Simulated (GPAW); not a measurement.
## SrTiO3 (Tausonite): G0W0 with GPAW, start to end

Aim: the G0W0 gap of SrTiO3 (Tausonite) on PBE, step by step.

Main program and level: GPAW 26.7.0; PBE and many-body steps on it, plane waves.

**The experiments to reproduce.**

- Gap 3.77 eV: direct gap (M0 critical point); spectroscopic ellipsometry, second-derivative fit; 300 K; bulk crystal (commercial single crystal) (“Optical probe of ferroelectric order in bulk and thin film perovskite titanates”, 2013, arxiv:1309.1245).

### Step 1. Starting point

It takes space group Pm-3m (No. 221, cubic). The conventional cell has a = 3.905 Å, b = 3.905 Å, c = 3.905 Å, α = 90.00°, β = 90.00°, γ = 90.00°. Nearest to Sr lie 12 O at 2.76 Å. Ti has 6 O at 1.95 Å nearest. Nearest to O lie 2 Ti at 1.95 Å and 4 Sr at 2.76 Å. Farther neighbours and most contacts between anions are not listed.

The cell and positions come from the Crystallography Open Database and are kept as given unless a step says otherwise.

### Step 2. Ground state

This step: GPAW 26.7.0; DFT, PBE, plane waves, PAW.

The ground-state density comes first.

The input, run.py:

```python
import json
import numpy as np
from gpaw.mpi import world
from ase import Atoms
from gpaw import GPAW, PW, FermiDirac

atoms = Atoms(['Sr', 'Ti', 'O', 'O', 'O'],
    cell=[[3.9052800000, 0.0000000000, 0.0000000000],
      [0.0000000000, 3.9052800000, 0.0000000000],
      [0.0000000000, 0.0000000000, 3.9052800000]],
    scaled_positions=[[0.5000000000, 0.5000000000, 0.5000000000],
      [0.0000000000, 0.0000000000, 0.0000000000],
      [0.5000000000, 0.0000000000, 0.0000000000],
      [0.0000000000, 0.5000000000, 0.0000000000],
      [0.0000000000, 0.0000000000, 0.5000000000]],
    pbc=(True, True, True))
calc = GPAW(mode=PW(600),
    xc='PBE',
    kpts={'size': (6, 6, 6), 'gamma': True},
    occupations=FermiDirac(0.001),
    nbands=-8,
    convergence={'density': 1e-6, 'bands': -3},
    maxiter=100,
    txt='gs.txt')
atoms.calc = calc
res = {'energy': atoms.get_potential_energy()}
kpts = calc.get_ibz_k_points()
res['kpts'] = kpts
res['eigenvalues'] = [calc.get_eigenvalues(kpt=k) for k in range(len(kpts))]
res['n_electrons'] = calc.get_number_of_electrons()
calc.write('gs.gpw')

if world.rank == 0:
    with open('result.json', 'w') as f:
        json.dump(res, f, default=lambda x: x.tolist())
```

Run with:

```bash
mpirun -n 4 gpaw python run.py
```

Numbers of over 12 decimals in the logs are rounded to 6 here.

What it wrote:

```text
__  _  _
 | _ |_)|_||  |
 |__||  | ||/\| - 26.7.0

Input parameters:
  mode=PW(ecut=600.0),
  convergence={'density': 1e-06, 'bands': -3},
  kpts=MonkhorstPack(size=(6, 6, 6), gamma=True),
  maxiter=100,
  nbands=-8,
  occupations=Occupations(name='fermi-dirac', width=0.001, fixmagmom=False),
  xc=XC(name='PBE')
  [... matrices ...]
Diagonalizing LCAO Hamiltonian
Converting LCAO to pw mode
   .---------.
  /|         |
 * |         |
 | |         |
 | |   Sr    |
 O .---------.
 |O         /
 Ti---O----*

Atoms  # Å, Bohr magnetons
|   | symbol |        x |        y |        z |    initial magnetic moments |
| 0 |     Sr | 1.952640 | 1.952640 | 1.952640 | ( 0.0000,  0.0000,  0.0000) |
| 1 |     Ti | 0.000000 | 0.000000 | 0.000000 | ( 0.0000,  0.0000,  0.0000) |
| 2 |      O | 1.952640 | 0.000000 | 0.000000 | ( 0.0000,  0.0000,  0.0000) |
| 3 |      O | 0.000000 | 1.952640 | 0.000000 | ( 0.0000,  0.0000,  0.0000) |
| 4 |      O | 0.000000 | 0.000000 | 1.952640 | ( 0.0000,  0.0000,  0.0000) |

Unit cell  # Å
| periodic |        x |        y |        z |  lengths |    angles |
|      yes | 3.905280 | 0.000000 | 0.000000 | 3.905280 | 90.000000 |
|      yes | 0.000000 | 3.905280 | 0.000000 | 3.905280 | 90.000000 |
|      yes | 0.000000 | 0.000000 | 3.905280 | 3.905280 | 90.000000 |

Number of symmetries: 48
Symmetry operations  # r_c * U_cc + t_c -> r_c
|    | kind |            matrix            |
|  0 |  E   |  1, 0, 0,  0, 1, 0,  0, 0, 1 |
|  1 |  σ   |  1, 0, 0,  0, 1, 0,  0, 0,-1 |
|  2 |  σ   |  1, 0, 0,  0, 0, 1,  0, 1, 0 |
|  3 |  C4  |  1, 0, 0,  0, 0, 1,  0,-1, 0 |
|  4 |  C4  |  1, 0, 0,  0, 0,-1,  0, 1, 0 |
|  5 |  σ   |  1, 0, 0,  0, 0,-1,  0,-1, 0 |
|  6 |  σ   |  1, 0, 0,  0,-1, 0,  0, 0, 1 |
|  7 |  C2  |  1, 0, 0,  0,-1, 0,  0, 0,-1 |
|  8 |  σ   |  0, 1, 0,  1, 0, 0,  0, 0, 1 |
|  9 |  C2  |  0, 1, 0,  1, 0, 0,  0, 0,-1 |
| 10 |  C3  |  0, 1, 0,  0, 0, 1,  1, 0, 0 |
| 11 |  S6  |  0, 1, 0,  0, 0, 1, -1, 0, 0 |
| 12 |  S6  |  0, 1, 0,  0, 0,-1,  1, 0, 0 |
| 13 |  C3  |  0, 1, 0,  0, 0,-1, -1, 0, 0 |
| 14 |  C4  |  0, 1, 0, -1, 0, 0,  0, 0, 1 |
| 15 |  S4  |  0, 1, 0, -1, 0, 0,  0, 0,-1 |
| 16 |  C3  |  0, 0, 1,  1, 0, 0,  0, 1, 0 |
| 17 |  S6  |  0, 0, 1,  1, 0, 0,  0,-1, 0 |
| 18 |  σ   |  0, 0, 1,  0, 1, 0,  1, 0, 0 |
| 19 |  C4  |  0, 0, 1,  0, 1, 0, -1, 0, 0 |
| 20 |  C2  |  0, 0, 1,  0,-1, 0,  1, 0, 0 |
| 21 |  S4  |  0, 0, 1,  0,-1, 0, -1, 0, 0 |
| 22 |  S6  |  0, 0, 1, -1, 0, 0,  0, 1, 0 |
| 23 |  C3  |  0, 0, 1, -1, 0, 0,  0,-1, 0 |
| 24 |  S6  |  0, 0,-1,  1, 0, 0,  0, 1, 0 |
| 25 |  C3  |  0, 0,-1,  1, 0, 0,  0,-1, 0 |
| 26 |  C4  |  0, 0,-1,  0, 1, 0,  1, 0, 0 |
| 27 |  σ   |  0, 0,-1,  0, 1, 0, -1, 0, 0 |
| 28 |  S4  |  0, 0,-1,  0,-1, 0,  1, 0, 0 |
| 29 |  C2  |  0, 0,-1,  0,-1, 0, -1, 0, 0 |
| 30 |  C3  |  0, 0,-1, -1, 0, 0,  0, 1, 0 |
| 31 |  S6  |  0, 0,-1, -1, 0, 0,  0,-1, 0 |
| 32 |  C4  |  0,-1, 0,  1, 0, 0,  0, 0, 1 |
| 33 |  S4  |  0,-1, 0,  1, 0, 0,  0, 0,-1 |
| 34 |  S6  |  0,-1, 0,  0, 0, 1,  1, 0, 0 |
| 35 |  C3  |  0,-1, 0,  0, 0, 1, -1, 0, 0 |
| 36 |  C3  |  0,-1, 0,  0, 0,-1,  1, 0, 0 |
| 37 |  S6  |  0,-1, 0,  0, 0,-1, -1, 0, 0 |
| 38 |  σ   |  0,-1, 0, -1, 0, 0,  0, 0, 1 |
| 39 |  C2  |  0,-1, 0, -1, 0, 0,  0, 0,-1 |
| 40 |  σ   | -1, 0, 0,  0, 1, 0,  0, 0, 1 |
| 41 |  C2  | -1, 0, 0,  0, 1, 0,  0, 0,-1 |
| 42 |  C2  | -1, 0, 0,  0, 0, 1,  0, 1, 0 |
| 43 |  S4  | -1, 0, 0,  0, 0, 1,  0,-1, 0 |
| 44 |  S4  | -1, 0, 0,  0, 0,-1,  0, 1, 0 |
| 45 |  C2  | -1, 0, 0,  0, 0,-1,  0,-1, 0 |
| 46 |  C2  | -1, 0, 0,  0,-1, 0,  0, 0, 1 |
| 47 |  i   | -1, 0, 0,  0,-1, 0,  0, 0,-1 |

BZ-sampling:
  Number of BZ points: 216
  Number of IBZ points: 20

  Monkhorst-Pack size: [6, 6, 6]
  Monkhorst-Pack shift: [0.083333, 0.083333, 0.083333]

K-points  # in reciprocal-cell coordinates
|     |                                coordinates |     weight |
|   0 | (  0.00000000,   0.00000000,   0.00000000) | 0.00462963 |
|   1 | (  0.16666667,   0.00000000,   0.00000000) | 0.02777778 |
|   2 | (  0.16666667,   0.16666667,   0.00000000) | 0.05555556 |
|   3 | (  0.16666667,   0.16666667,   0.16666667) | 0.03703704 |
|   4 | (  0.33333333,   0.00000000,   0.00000000) | 0.02777778 |
|   5 | (  0.33333333,   0.16666667,   0.00000000) | 0.11111111 |
|   6 | (  0.33333333,   0.16666667,   0.16666667) | 0.11111111 |
|   7 | (  0.33333333,   0.33333333,   0.00000000) | 0.05555556 |
|   8 | (  0.33333333,   0.33333333,   0.16666667) | 0.11111111 |
|   9 | (  0.33333333,   0.33333333,   0.33333333) | 0.03703704 |
| ... |                                            |            |
|  19 | (  0.50000000,   0.50000000,   0.50000000) | 0.00462963 |

Plane wave coefficients: 2008
Cutoff: 600.0 eV

Spin-components: 1 (collinear spins)
Bands:           28
Projectors:      26
Spin-degeneracy: 2
Datatype:        complex128

  Storage: CPU
  Wave functions: 17_337_600 bytes (4_334_400 per core)
  Projectors: 18_576_000 bytes (4_644_000 per core)
  [... matrices ...]
Parallelization:
  kpt:    4
  domain: 1
  band:   1

Density:
  Valence electrons: 40.0
  Components: 1
  Grid points: [24 24 24]
  Charge: 0.0  # |e|

Potential:
  Grid points: [24 24 24]

species:
  Sr:
    name:    Strontium
    Z:       38.0
    valence: 10
    core:    28
    charge:  0.0  # [|e|]
    compensation charges:
      type: gauss
      rc: 0.40  # [Å]
      lmax: 2
    cutoffs:
      filter: 2.39  # [Å]
      core: 1.85  # [Å]
    projectors
    | kind |    occ | energy [eV] | rcut [Å] |
    |   4s |  2.000 |     -40.883 |    1.291 |
    |   5s |  2.000 |      -3.525 |    1.291 |
    |   4p |  6.000 |     -22.826 |    1.291 |
    |    p |        |       4.386 |    1.291 |
    |    d |        |       0.000 |    1.254 |

    Using partial waves for Sr as LCAO basis

  Ti:
    name:    Titanium
    Z:       22.0
    valence: 12
    core:    10
    charge:  0.0  # [|e|]
    compensation charges:
      type: gauss
      rc: 0.38  # [Å]
      lmax: 2
    cutoffs:
      filter: 2.23  # [Å]
      core: 1.02  # [Å]
    projectors
    | kind |    occ | energy [eV] | rcut [Å] |
    |   3s |  2.000 |     -62.623 |    1.270 |
    |   4s |  2.000 |      -4.466 |    1.270 |
    |   3p |  6.000 |     -38.862 |    1.058 |
    |   4p |  0.000 |      -1.466 |    1.058 |
    |   3d |  2.000 |      -4.258 |    1.058 |
    |    d |        |      22.953 |    1.058 |

    Using partial waves for Ti as LCAO basis

  O:
    name:    Oxygen
    Z:       8.0
    valence: 6
    core:    2
    charge:  0.0  # [|e|]
    compensation charges:
      type: gauss
      rc: 0.21  # [Å]
      lmax: 2
    cutoffs:
      filter: 1.17  # [Å]
      core: 0.83  # [Å]
    projectors
    | kind |    occ | energy [eV] | rcut [Å] |
    |   2s |  2.000 |     -23.961 |    0.688 |
    |   2p |  4.000 |      -9.029 |    0.598 |
    |    s |        |       3.251 |    0.688 |
    |    p |        |      18.182 |    0.598 |
    |    d |        |       0.000 |    0.619 |

    Using partial waves for O as LCAO basis

Reference energy: -115843.341193  # eV

eigensolver:
  PPCG
  Converge bands: -3
  niter=2

density mixing:
  MSR1-Mixer
  Pratt-step length: 0.05
  Maximum mixing coefficient: 0.75
  Old densities: 10
  SVD Regularization: 0.005
  Good broyden scale: 1.0
  Trust region scale: 1.0
  Backstep threshold: 4.0
  History deletion threshold: 6.0
  Fourier metric: weight=20.0, sigma=0.015

occupation numbers:
  Fermi-Dirac:
    width: 0.0010  # eV

poisson solver:
  ecut: 4800.0  # eV

xc functional:
  name: PBE with 2 nearest neighbor stencil

Initialization done in: 3.083 s

convergence criteria:
- Maximum integral of absolute [dens]ity change: 1e-06 electrons / valence electron
- Maximum [total energy] change in last 3 cyles: 0.0005 eV / valence electron
- Maximum integral of absolute [eigenst]ate change: 4e-08 eV^2 / valence electron
maximum number of iterations: 100

SCF iterations
|iter     |     time |      energy | eigst |  dens |
|iter:   1|  |  -44.780021 | +0.52 |       |
|iter:   2|  |  -43.028076 | -0.60 | -0.87 |
|iter:   3|  |  -39.538605 | +0.05 | -0.93 |
|iter:   4|  |  -39.360595 | -1.05 | -1.46 |
|iter:   5|  |  -39.337651 | -1.82 | -1.65 |
|iter:   6|  |  -39.343074 | -3.03 | -2.00 |
|iter:   7|  |  -39.343223c| -4.25 | -2.89 |
|iter:   8|  |  -39.343246c| -5.09 | -3.42 |
|iter:   9|  |  -39.343248c| -5.70 | -4.00 |
|iter:  10|  |  -39.343248c| -5.97 | -4.87 |
|iter:  11|  |  -39.343248c| -2.27 | -5.28 |
|iter:  12|  |  -39.343248c| -4.90 | -5.87 |
|iter:  13|  |  -39.343248c| -6.63 | -6.51c|
|iter:  14|  |  -39.343248c| -8.11c| -7.20c|

Converged in 14 steps
SCF loop duration: 12.376 s (0.884 s/step)
Energy contributions relative to reference atoms: (reference = -115843.341193)
  [... matrices ...]
Energy contributions:
  Kinetic:          43.716239
  Coulomb:         -45.478200
  Zero:              0.354964
  External:          0.000000
  Xc:              -37.936252
  Entropy:          -0.000000
  Spinorbit:         0.000000
  ----------------------------
  Free energy:     -39.343248
  Extrapolated:    -39.343248

dipole moment: (-34.511385, -34.511385, -34.511385)  # |e|*Ang

Fermi level: 7.218
Eigenvalues  # (at kpt = [0.000, 0.000, 0.000])
| band index |      eig [eV] | occ [0-2] |
|          0 |       -49.845 |     2.000 |
|        ... |               |           |
|         12 |         3.736 |     2.000 |
|         13 |         3.736 |     2.000 |
|         14 |         5.378 |     2.000 |
|         15 |         5.378 |     2.000 |
|         16 |         5.378 |     2.000 |
|         17 |         6.196 |     2.000 |
|         18 |         6.196 |     2.000 |
|         19 |         6.196 |     2.000 |
|         20 |         8.446 |     0.000 |
|         21 |         8.446 |     0.000 |
|         22 |         8.446 |     0.000 |
|         23 |        10.902 |     0.000 |
|         24 |        10.902 |     0.000 |
|         25 |        12.006 |     0.000 |
|         26 |        12.006 |     0.000 |
|         27 |        12.770 |     0.000 |

Gap: 1.901 eV
Transition (v -> c):
  (s=0, k=19, n=19, [0.50, 0.50, 0.50]) -> (s=0, k=0, n=20, [0.00, 0.00, 0.00])
Direct/indirect transitions are different
Direct gap: 2.250 eV
Transition at: (s=0, k=0, n=19, [0.00, 0.00, 0.00])
# Writing to gs.gpw (mode='')
  [... matrices ...]
```

Run time: 19 s. Hardware: 4 MPI ranks of Arm Neoverse N1, shared host; peak memory 0.74 GiB.

Numbers from this step:

| Property | Result |
| --- | --- |
| total energy | -39.34 eV |
| gap | 1.901 eV |
| k of the valence top | 0.5, 0.5, 0.5 |
| k of the conduction bottom | 0, 0, 0 |
| least direct gap | 2.250 eV |

The gap is indirect, with the least direct gap 0.35 eV higher.

### Step 3. Bands along the symmetry lines

The cheap functional maps the bands first; the places of the edges decide which points the dearer methods must see.

The input, run.py:

```python
import json
import numpy as np
from gpaw.mpi import world
from gpaw import GPAW

path = [[0.000000, 0.000000, 0.000000],
    [0.000000, 0.062500, 0.000000],
    [0.000000, 0.125000, 0.000000],
    [0.000000, 0.187500, 0.000000],
    [0.000000, 0.250000, 0.000000],
    [0.000000, 0.312500, 0.000000],
    [0.000000, 0.375000, 0.000000],
    [0.000000, 0.437500, 0.000000],
    [0.000000, 0.500000, 0.000000],
    [0.062500, 0.500000, 0.000000],
    [0.125000, 0.500000, 0.000000],
    [0.187500, 0.500000, 0.000000],
    [0.250000, 0.500000, 0.000000],
    [0.312500, 0.500000, 0.000000],
    [0.375000, 0.500000, 0.000000],
    [0.437500, 0.500000, 0.000000],
    [0.500000, 0.500000, 0.000000],
    [0.437500, 0.437500, 0.000000],
    [0.375000, 0.375000, 0.000000],
    [0.312500, 0.312500, 0.000000],
    [0.250000, 0.250000, 0.000000],
    [0.187500, 0.187500, 0.000000],
    [0.125000, 0.125000, 0.000000],
    [0.062500, 0.062500, 0.000000],
    [0.000000, 0.000000, 0.000000],
    [0.062500, 0.062500, 0.062500],
    [0.125000, 0.125000, 0.125000],
    [0.187500, 0.187500, 0.187500],
    [0.250000, 0.250000, 0.250000],
    [0.312500, 0.312500, 0.312500],
    [0.375000, 0.375000, 0.375000],
    [0.437500, 0.437500, 0.437500],
    [0.500000, 0.500000, 0.500000],
    [0.437500, 0.500000, 0.437500],
    [0.375000, 0.500000, 0.375000],
    [0.312500, 0.500000, 0.312500],
    [0.250000, 0.500000, 0.250000],
    [0.187500, 0.500000, 0.187500],
    [0.125000, 0.500000, 0.125000],
    [0.062500, 0.500000, 0.062500],
    [0.000000, 0.500000, 0.000000],
    [0.500000, 0.500000, 0.500000],
    [0.500000, 0.500000, 0.437500],
    [0.500000, 0.500000, 0.375000],
    [0.500000, 0.500000, 0.312500],
    [0.500000, 0.500000, 0.250000],
    [0.500000, 0.500000, 0.187500],
    [0.500000, 0.500000, 0.125000],
    [0.500000, 0.500000, 0.062500],
    [0.500000, 0.500000, 0.000000]]
calc = GPAW('gs.gpw').fixed_density(kpts=path,
    symmetry='off',
    nbands=30,
    convergence={'bands': 26},
    txt='bands.txt')
res = {}
kpts = calc.get_ibz_k_points()
res['kpts'] = kpts
res['eigenvalues'] = [calc.get_eigenvalues(kpt=k) for k in range(len(kpts))]
res['n_electrons'] = calc.get_number_of_electrons()

if world.rank == 0:
    with open('result.json', 'w') as f:
        json.dump(res, f, default=lambda x: x.tolist())
```

Run with:

```bash
mpirun -n 4 gpaw python run.py
```

What it wrote:

```text
Diagonalizing LCAO Hamiltonian
Converting LCAO to pw mode
convergence criteria:
- Maximum integral of absolute [eigenst]ate change: 4e-08 eV^2 / valence electron
maximum number of iterations: 100

SCF iterations
|iter     |     time |      energy | eigst |  dens |
|iter:   1|  |             | +0.78 |       |
|iter:   2|  |             | -0.90 |       |
|iter:   3|  |             | -1.00 |       |
[...]
|iter:   7|  |             | -6.29 |       |
|iter:   8|  |             | -7.08 |       |
|iter:   9|  |             | -7.75c|       |
SCF steps: 9
  __  _  _
 | _ |_)|_||  |
 |__||  | ||/\| - 26.7.0

Input parameters:
  mode=PW(ecut=600.0),
  convergence={'bands': 26},
  gpts=array([24, 24, 24]),
  kpts=KPoints(kpts=array([[0.    , 0.    , 0.    ],
         [0.    , 0.0625, 0.    ],
         [0.    , 0.125 , 0.    ],
         [0.    , 0.1875, 0.    ],
         [0.    , 0.25  , 0.    ],
         [0.    , 0.3125, 0.    ],
         [0.    , 0.375 , 0.    ],
         [0.    , 0.4375, 0.    ],
[...]
[0.0625, 0.5   , 0.    ],
[...]
[0.1875, 0.5   , 0.    ],
[...]
[0.3125, 0.5   , 0.    ],
[...]
[0.4375, 0.5   , 0.    ],
[...]
[0.4375, 0.4375, 0.    ],
[...]
[0.3125, 0.3125, 0.    ],
[...]
[0.1875, 0.1875, 0.    ],
[...]
[0.0625, 0.0625, 0.    ],
[...]
[0.0625, 0.0625, 0.0625],
[...]
[0.1875, 0.1875, 0.1875],
[...]
[0.3125, 0.3125, 0.3125],
[...]
[0.4375, 0.4375, 0.4375],
[...]
[0.4375, 0.5   , 0.4375],
[...]
[0.3125, 0.5   , 0.3125],
[...]
[0.1875, 0.5   , 0.1875],
[...]
[0.0625, 0.5   , 0.0625],
[...]
[0.5   , 0.5   , 0.4375],
[...]
[0.5   , 0.5   , 0.3125],
         [0.5   , 0.5   , 0.25  ],
         [0.5   , 0.5   , 0.1875],
         [0.5   , 0.5   , 0.125 ],
         [0.5   , 0.5   , 0.0625],
         [0.5   , 0.5   , 0.    ]])),
  maxiter=100,
  nbands=30,
  occupations=Occupations(name='fermi-dirac', width=0.001, fixmagmom=False),
  parallel={},
  symmetry=Symmetry(point_group=False, time_reversal=False),
  xc=XC(name='PBE')
```

Run time: 23 s. Hardware: 4 MPI ranks; peak memory 0.82 GiB.

This step gave:

```yaml
gap: 1.901 eV
k_of_the_valence_top: 0.5, 0.5, 0.5
k_of_the_conduction_bottom: 0, 0, 0
least_direct_gap: 2.250 eV
```

The gap is 1.901 eV, as in the run before at this level.

Electronic bands along the path, in eV, zero at the top of the highest filled band:

| point | band 17 | band 18 | band 19 | band 20 | band 21 | band 22 | band 23 | band 24 |
| --- | --- | --- | --- | --- | --- | --- | --- | --- |
| Γ | -1.17 | -0.35 | -0.35 | -0.35 | 1.90 | 1.90 | 1.90 | 4.36 |
| halfway | -1.66 | -1.60 | -0.59 | -0.59 | 1.98 | 2.96 | 2.96 | 4.37 |
| X | -2.34 | -1.96 | -0.72 | -0.72 | 2.06 | 3.82 | 3.82 | 4.37 |
| halfway | -1.87 | -1.46 | -1.31 | -0.64 | 3.02 | 3.83 | 3.95 | 5.11 |
| M | -1.71 | -1.56 | -1.56 | -0.08 | 3.83 | 3.83 | 4.29 | 5.34 |
| halfway | -1.69 | -1.36 | -1.05 | -0.73 | 2.91 | 3.06 | 3.33 | 4.99 |
| Γ | -1.17 | -0.35 | -0.35 | -0.35 | 1.90 | 1.90 | 1.90 | 4.36 |
| halfway | -2.78 | -0.92 | -0.92 | -0.62 | 3.39 | 3.44 | 3.44 | 6.52 |
| R | -3.72 | 0.00 | 0.00 | 0.00 | 4.51 | 4.51 | 4.51 | 6.99 |
| halfway | -2.71 | -0.94 | -0.80 | -0.52 | 3.52 | 4.02 | 4.04 | 6.48 |
| X | -2.34 | -1.96 | -0.72 | -0.72 | 2.06 | 3.82 | 3.82 | 4.37 |
| jump to R | -3.72 | 0.00 | 0.00 | 0.00 | 4.51 | 4.51 | 4.51 | 6.99 |
| halfway | -3.14 | -0.66 | -0.66 | -0.04 | 4.11 | 4.11 | 4.40 | 6.81 |
| M | -1.71 | -1.56 | -1.56 | -0.08 | 3.83 | 3.83 | 4.29 | 5.34 |

### Step 4. Empty states on the mesh, 4×4×4 mesh, 323 bands

The sums over transitions need many empty states on a uniform mesh; this step solves for them.

The input, run.py:

```python
import json
import numpy as np
from gpaw.mpi import world
from gpaw import GPAW

calc = GPAW('gs.gpw').fixed_density(kpts={'size': (4, 4, 4), 'gamma': True},
    parallel={'domain': 1, 'band': 1},
    txt='nscf.txt')
calc.diagonalize_full_hamiltonian(nbands=323)
calc.write('full.gpw', mode='all')
res = {}
kpts = calc.get_ibz_k_points()
res['kpts'] = kpts
res['eigenvalues'] = [calc.get_eigenvalues(kpt=k) for k in range(len(kpts))]
res['n_electrons'] = calc.get_number_of_electrons()

if world.rank == 0:
    with open('result.json', 'w') as f:
        json.dump(res, f, default=lambda x: x.tolist())
```

Run with:

```bash
mpirun -n 4 gpaw python run.py
```

What it wrote:

```text
Diagonalizing LCAO Hamiltonian
Converting LCAO to pw mode
convergence criteria:
- Maximum integral of absolute [eigenst]ate change: 4e-08 eV^2 / valence electron
maximum number of iterations: 100

SCF iterations
|iter     |     time |      energy | eigst |  dens |
|iter:   1|  |             | +0.48 |       |
|iter:   2|  |             | -1.30 |       |
|iter:   3|  |             | -2.01 |       |
[...]
|iter:  27|  |             | -7.03 |       |
|iter:  28|  |             | -7.21 |       |
|iter:  29|  |             | -7.48c|       |
SCF steps: 29
  __  _  _
 | _ |_)|_||  |
 |__||  | ||/\| - 26.7.0

Input parameters:
  mode=PW(ecut=600.0),
  convergence={'density': 1e-06, 'bands': -3},
  gpts=array([24, 24, 24]),
  kpts=MonkhorstPack(size=(4, 4, 4), gamma=True),
  maxiter=100,
  nbands=28,
  occupations=Occupations(name='fermi-dirac', width=0.001, fixmagmom=False),
  parallel={'domain': 1, 'band': 1},
  xc=XC(name='PBE')
Matrix size: 1980x1980
# Writing to full.gpw (mode='all')
  [... matrices ...]

timing:  # [seconds]
  Total: 43.686  # ━━━━━━━━━━━━━━━━━━━━━━━━━━━━━━━━━━━━━━━━━━━━━━━━━━━━━━━━━━
```

Run time: 59 s. Hardware: 4 MPI ranks; peak memory 2 GiB; 3.9 min of CPU time.

This step gave:

| Property | Result |
| --- | --- |
| gap | 1.901 eV |
| k of the valence top | 0.5, 0.5, 0.5 |
| k of the conduction bottom | 0, 0, 0 |
| least direct gap | 2.250 eV |
| k points computed | 10 |
| lowest point of the top converged band, above the valence top | 158.5274 eV |

On this mesh the gap is 1.901 eV.

(Part 1 of 2 ends here.)

[Paths, hosts, dates, memory and timing lines, banners, echoed tables and standing remarks are left out of the program output.]

[Logs are printed without paths, hosts, clocks, repeated set-up lines and the standing remarks that a program may print on its own settings, such as how far it seeks lower states.]

[Runs of the session that timed out or met a known fault of the program may be left out.]

[Hosts, paths, dates, database ids (printed as entryN), source tags and the programs' standing remarks are cut or masked in the printed files.]
